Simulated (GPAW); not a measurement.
Consider BaTiO3 (Pm-3m).

```xyz
5
Lattice="4.0060 0.0000 0.0000 0.0000 4.0060 0.0000 0.0000 0.0000 4.0060" Properties=species:S:1:pos:R:3 pbc="T T T"
Ba    2.0030    2.0030    2.0030
Ti    0.0000    0.0000    0.0000
O     0.0000    0.0000    2.0030
O     0.0000    2.0030    0.0000
O     2.0030    0.0000    0.0000
```

Absorber: atom 2, with 6 O at 2.00 Å (octahedral, site symmetry m-3m). Method: GPAW, PBE + U (Ti 4 eV), full core hole (charged cell), 20-atom cell with 6.9 Å between holes, 4×4×4 k points, dipole transitions, Gaussian full width 0.94 eV up to 4 eV, rising linearly to 3.5 eV at 25 eV.

Q: What does the Ti K edge look like?

Main maxima up to 30 eV above the zero (height): 5.2 eV (0.47), 13.7 eV (2.50), 18.8 eV (2.06) and 24.9 eV (2.01). A K edge sees empty p states. The first eV above the zero hold little dipole weight, as the lowest empty bands are of d character; the main edge, of 4p character, rises through 0.6 near 11 eV above the zero. The total-energy difference plus the lowest empty eigenvalue puts the zero at 4985.96 eV. One term is added: -22.82 eV, since the hole is spin-paired here and a spin-polarised one costs that much less in the free atom (computed apart). The photon energy is then 4963.14 eV. The tabulated edge of the element is 4966 eV. The functional and the charged cell's background leave an error of a few eV in such absolute values.

The Ti K spectrum (energy from the lowest empty level; intensity scaled to a mean of 1 over the first 20 eV):

```csv
E (eV),intensity
-2.0,0.00
-1.5,0.00
-1.0,0.00
-0.5,0.00
0.0,0.00
0.5,0.00
1.0,0.01
1.5,0.05
2.0,0.09
2.5,0.06
3.0,0.06
3.5,0.09
4.0,0.20
4.5,0.34
5.0,0.46
5.5,0.43
6.0,0.30
6.5,0.20
7.0,0.19
7.5,0.18
8.0,0.17
8.5,0.16
9.0,0.13
9.5,0.13
10.0,0.17
10.5,0.26
11.0,0.45
11.5,0.80
12.0,1.34
12.5,1.91
13.0,2.32
13.5,2.49
14.0,2.49
14.5,2.43
15.0,2.37
15.5,2.32
16.0,2.25
16.5,2.13
17.0,2.02
17.5,1.97
18.0,1.99
18.5,2.04
19.0,2.05
19.5,1.99
20.0,1.88
20.5,1.77
21.0,1.70
21.5,1.69
22.0,1.72
22.5,1.78
23.0,1.86
23.5,1.92
24.0,1.97
24.5,2.00
25.0,2.01
25.5,1.99
26.0,1.96
26.5,1.90
27.0,1.82
27.5,1.72
28.0,1.60
28.5,1.48
29.0,1.37
29.5,1.28
30.0,1.23
30.5,1.21
31.0,1.21
31.5,1.22
32.0,1.22
```

Quadrupole 1s→3d transitions, which feed the pre-edge, are not in the dipole spectrum. The mesh is coarse (0.28 Å⁻¹ between points), so small maxima may be mesh ripples. Lifetime broadening is put in by hand, and intensities beyond about 20 eV depend on it and on the partial waves. The structure is a published determination, not relaxed.

[Banner, clock and machine lines of the logs are left out without a mark of their own.]

[Logs are printed without paths, hosts, clocks, repeated set-up lines and the standing remarks that a program may print on its own settings, such as how far it seeks lower states.]

[Hosts, paths, dates, database ids (printed as entryN), source tags and the programs' standing remarks are cut or masked in the printed files.]

[Lists of maxima count a maximum above −3 eV only where it reaches 4 % of the highest in the window and stands out from its surroundings by 2 % of it (1.5 % where it reaches 55 %); shoulders and weaker maxima are passed over, and of the rest the first, up to two pre-edge ones and the few strongest are named.]
